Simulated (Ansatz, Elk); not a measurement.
# Sr2CrS4: X-ray structure factors from the self-consistent density, part 2 of 2

The structure of Sr2CrS4 used here is made up (a known structure type with other elements) and was relaxed beforehand with PBEsol. The aim is the Fourier transform of its all-electron density, F(hkl), set beside the sum over free spherical atoms that refinements use.

Elk 11.2.3 (patched build); all-electron DFT.

So far: Set-up; Ground state and structure factors; The magnetisation density; The highest occupied states alone.

The structure was built from a prototype and need not be the compound's stable phase.

**5. Another functional**

Level of this step: DFT, PBEsol, all-electron APW+lo, Dirac cores, scalar-relativistic bands, static density, ferromagnetic start (Elk).

The difference from free atoms is small, so it is set against the change that PBEsol makes.

elk.in reads:

```
tasks
  0
  195
  196

xctype
  22

spinpol
  .true.

rgkmax
  7.0

gmaxvr
  14.0

lmaxo
  7

lmaxapw
  8

swidth
  0.002

tshift
  .false.

ramdisk
  .false.

hmaxvr
  5.5

maxscl
  120

epspot
  1e-06

reducebf
  0.8

sppath
  './'

avec
  -4.23126343786 4.23126343786 14.22750818046
  4.23126343786 -4.23126343786 14.22750818046
  4.23126343786 4.23126343786 -14.22750818046

atoms
  3
  'Sr.in'
  2
  0.3553173454 0.3553173454 0.0000000000   0.000000 0.000000 0.000000
  0.6446826546 0.6446826546 0.0000000000   0.000000 0.000000 0.000000
  'Cr.in'
  1
  0.0000000000 0.0000000000 -0.0000000000   0.000000 0.000000 -0.095000
  'S.in'
  4
  0.1624538490 0.1624538490 -0.0000000000   0.000000 0.000000 0.000000
  0.8375461510 0.8375461510 -0.0000000000   0.000000 0.000000 0.000000
  0.0000000000 0.5000000000 0.5000000000   0.000000 0.000000 0.000000
  0.5000000000 0.0000000000 0.5000000000   0.000000 0.000000 0.000000

ngridk
  6 6 6
```

The run is started by

```sh
OMP_NUM_THREADS=4 elk
```

Numbers of over 12 decimals in the logs are rounded to 6 here.

What it wrote:

```text
┌─────────────────────────┐
│ Elk code version 11.2.3 │
└─────────────────────────┘

All units are atomic (Hartree, Bohr, etc.)

┌─────────────────────────────────────────────────┐
│ Ground-state run starting from atomic densities │
└─────────────────────────────────────────────────┘

Lattice vectors :
  -4.231263438       4.231263438       14.22750818
   4.231263438      -4.231263438       14.22750818
   4.231263438       4.231263438      -14.22750818

Reciprocal lattice vectors :
  0.2155831996E-16  0.7424715336      0.2208111648
[...]
error                       :   0.1948056189E-02

Moments :
 interstitial                :   0.1845112619
 muffin-tins
  species : 1 (Sr)
[...]
species : 2 (Cr)
[...]
species : 3 (S)
[...]
atom 3                    :  -0.5899065952E-01
   atom 4                    :  -0.5899065952E-01
 total in muffin-tins        :    1.819027188
 total moment                :    2.003538450

┌──────────────────────────────┐
│ Self-consistent loop stopped │
└──────────────────────────────┘

Warning : core states of species 3 leak from the muffin-tin :   0.2715093292E-03

Wrote STATE.OUT
[key lines of the parts left out:]
total energy                :     -9000.3270539123
```

The job ended after 9.2 min (4 threads of Arm Neoverse V1, shared host; peak memory 0.6 GiB; 32 min of CPU time).

Against the first run R = 0.04 %; the largest change is -0.085 at 006. The moment goes from 2.01 to 2.00 μB.

**6. Basis size**

The basis and the expansions that go with it are enlarged, to see whether the differences are converged.

Edit elk.in of step 5 so:

```diff
@@ -6,3 +6,3 @@
 xctype
-  22
+  20
 
@@ -12,12 +12,12 @@
 rgkmax
-  7.0
+  8.5
 
 gmaxvr
-  14.0
+  18.0
 
 lmaxo
-  7
+  9
 
 lmaxapw
-  8
+  10
```

The run is started by

```sh
OMP_NUM_THREADS=4 elk
```

What it wrote:

```text
┌─────────────────────────┐
│ Elk code version 11.2.3 │
└─────────────────────────┘

All units are atomic (Hartree, Bohr, etc.)

┌─────────────────────────────────────────────────┐
│ Ground-state run starting from atomic densities │
└─────────────────────────────────────────────────┘

Lattice vectors :
  -4.231263438       4.231263438       14.22750818
   4.231263438      -4.231263438       14.22750818
   4.231263438       4.231263438      -14.22750818

Reciprocal lattice vectors :
  0.2155831996E-16  0.7424715336      0.2208111648
[...]
Moments :
 interstitial                :   0.1591275404
 muffin-tins
  species : 1 (Sr)
[...]
species : 2 (Cr)
[...]
species : 3 (S)
[...]
atom 3                    :  -0.7242935424E-01
   atom 4                    :  -0.7242935424E-01
 total in muffin-tins        :    1.851570263
 total moment                :    2.010697803

RMS change in Kohn-Sham potential (target) :   0.6080083714E-03 (  0.1000000000E-05)
Absolute change in total energy (target)   :   0.4341614520E-02 (  0.1000000000E-03)

┌──────────────────┐
│ Loop number : 13 │
└──────────────────┘
[key lines of the parts left out:]
total energy                :     -9007.7089800421
```

It took 11 min on 4 threads; peak memory 1.1 GiB.

The run was cut off at its time limit.

**7. With a Hubbard U**

A Hubbard U is put on the d shell, to see how far it moves the factors.

Edit elk.in of step 6 so:

```diff
@@ -12,12 +12,12 @@
 rgkmax
-  8.5
+  7.0
 
 gmaxvr
-  18.0
+  14.0
 
 lmaxo
-  9
+  7
 
 lmaxapw
-  10
+  8
 
@@ -70 +70,5 @@
   6 6 6
+
+dft+u
+  1 1
+  2 2 0.128623 0.000000
```

The run is started by

```sh
OMP_NUM_THREADS=4 elk
```

What it wrote:

```text
┌─────────────────────────┐
│ Elk code version 11.2.3 │
└─────────────────────────┘

All units are atomic (Hartree, Bohr, etc.)

┌─────────────────────────────────────────────────┐
│ Ground-state run starting from atomic densities │
└─────────────────────────────────────────────────┘

Lattice vectors :
  -4.231263438       4.231263438       14.22750818
   4.231263438      -4.231263438       14.22750818
   4.231263438       4.231263438      -14.22750818

Reciprocal lattice vectors :
  0.2155831996E-16  0.7424715336      0.2208111648
[...]
Moments :
 interstitial                :   0.1385188429
 muffin-tins
  species : 1 (Sr)
[...]
species : 2 (Cr)
[...]
species : 3 (S)
[...]
atom 3                    :  -0.6853576623E-01
   atom 4                    :  -0.6853576623E-01
 total in muffin-tins        :    2.256207276
 total moment                :    2.394726119

RMS change in Kohn-Sham potential (target) :   0.1169152153E-01 (  0.1000000000E-05)
Absolute change in total energy (target)   :   0.5749042957     (  0.1000000000E-03)

┌──────────────────┐
│ Loop number : 14 │
└──────────────────┘
[key lines of the parts left out:]
total energy                :     -9007.7007301476
```

It took 6.4 min on 4 threads; peak memory 0.61 GiB.

The run was cut off at its time limit.

**8. Settings against the effect**

| run | R against the first run (%) | R against neutral atoms, low angle (%) | wall time |
| --- | --- | --- | --- |
| PBE, rgkmax 7 | 0.00 | 0.81 | 9.3 min |
| PBEsol | 0.04 | 0.82 | 9.2 min |

**9. Results**

```yaml
r_against_neutral_atoms_sin_theta_lambda_0p3_a_minus1: 0.81 %
r_against_neutral_atoms_0p3_to_0p68_a_minus1: 0.27 %
```

Independent neutral atoms miss the calculated amplitudes by R = 0.81 % below 0.3 Å⁻¹ and 0.27 % from there to 0.68 Å⁻¹; by shells, 1.14 % below 0.15 Å⁻¹ (4 forms), 0.77 % 0.15 to 0.3 (15 forms), 0.25 % 0.3 to 0.45 (32 forms), 0.28 % above 0.45 (98 forms). Bonding, aspherical density and the tables' own atoms all enter these figures, and the runs don't part them. The largest change of an amplitude is +0.84 electrons, at 112. The magnetic order is that of the start. No other order was tried here, and an antiferromagnetic one would change or move the magnetic intensity. The window's part falls from 30.2 electrons at the origin to at most 0.72 between 0.45 and 0.68 Å⁻¹. Below 0.3 Å⁻¹ the changes that finished (PBEsol) move F by R = 0.06 % at most, against the 0.81 % that separates it from free atoms. The magnetic factors move by R = 1.9 % (PBEsol). The basis has no finished test. The k-mesh has no finished test. Part of the difference isn't bonding: the tables are fits to free atoms and ions calculated by other methods than this functional. Thermal motion, anomalous dispersion and extinction are left out.

[Logs are printed without paths, hosts, clocks, repeated set-up lines and the standing remarks that a program may print on its own settings, such as how far it seeks lower states.]

[Hosts, paths, dates, database ids (printed as entryN), source tags and the programs' standing remarks are cut or masked in the printed files.]
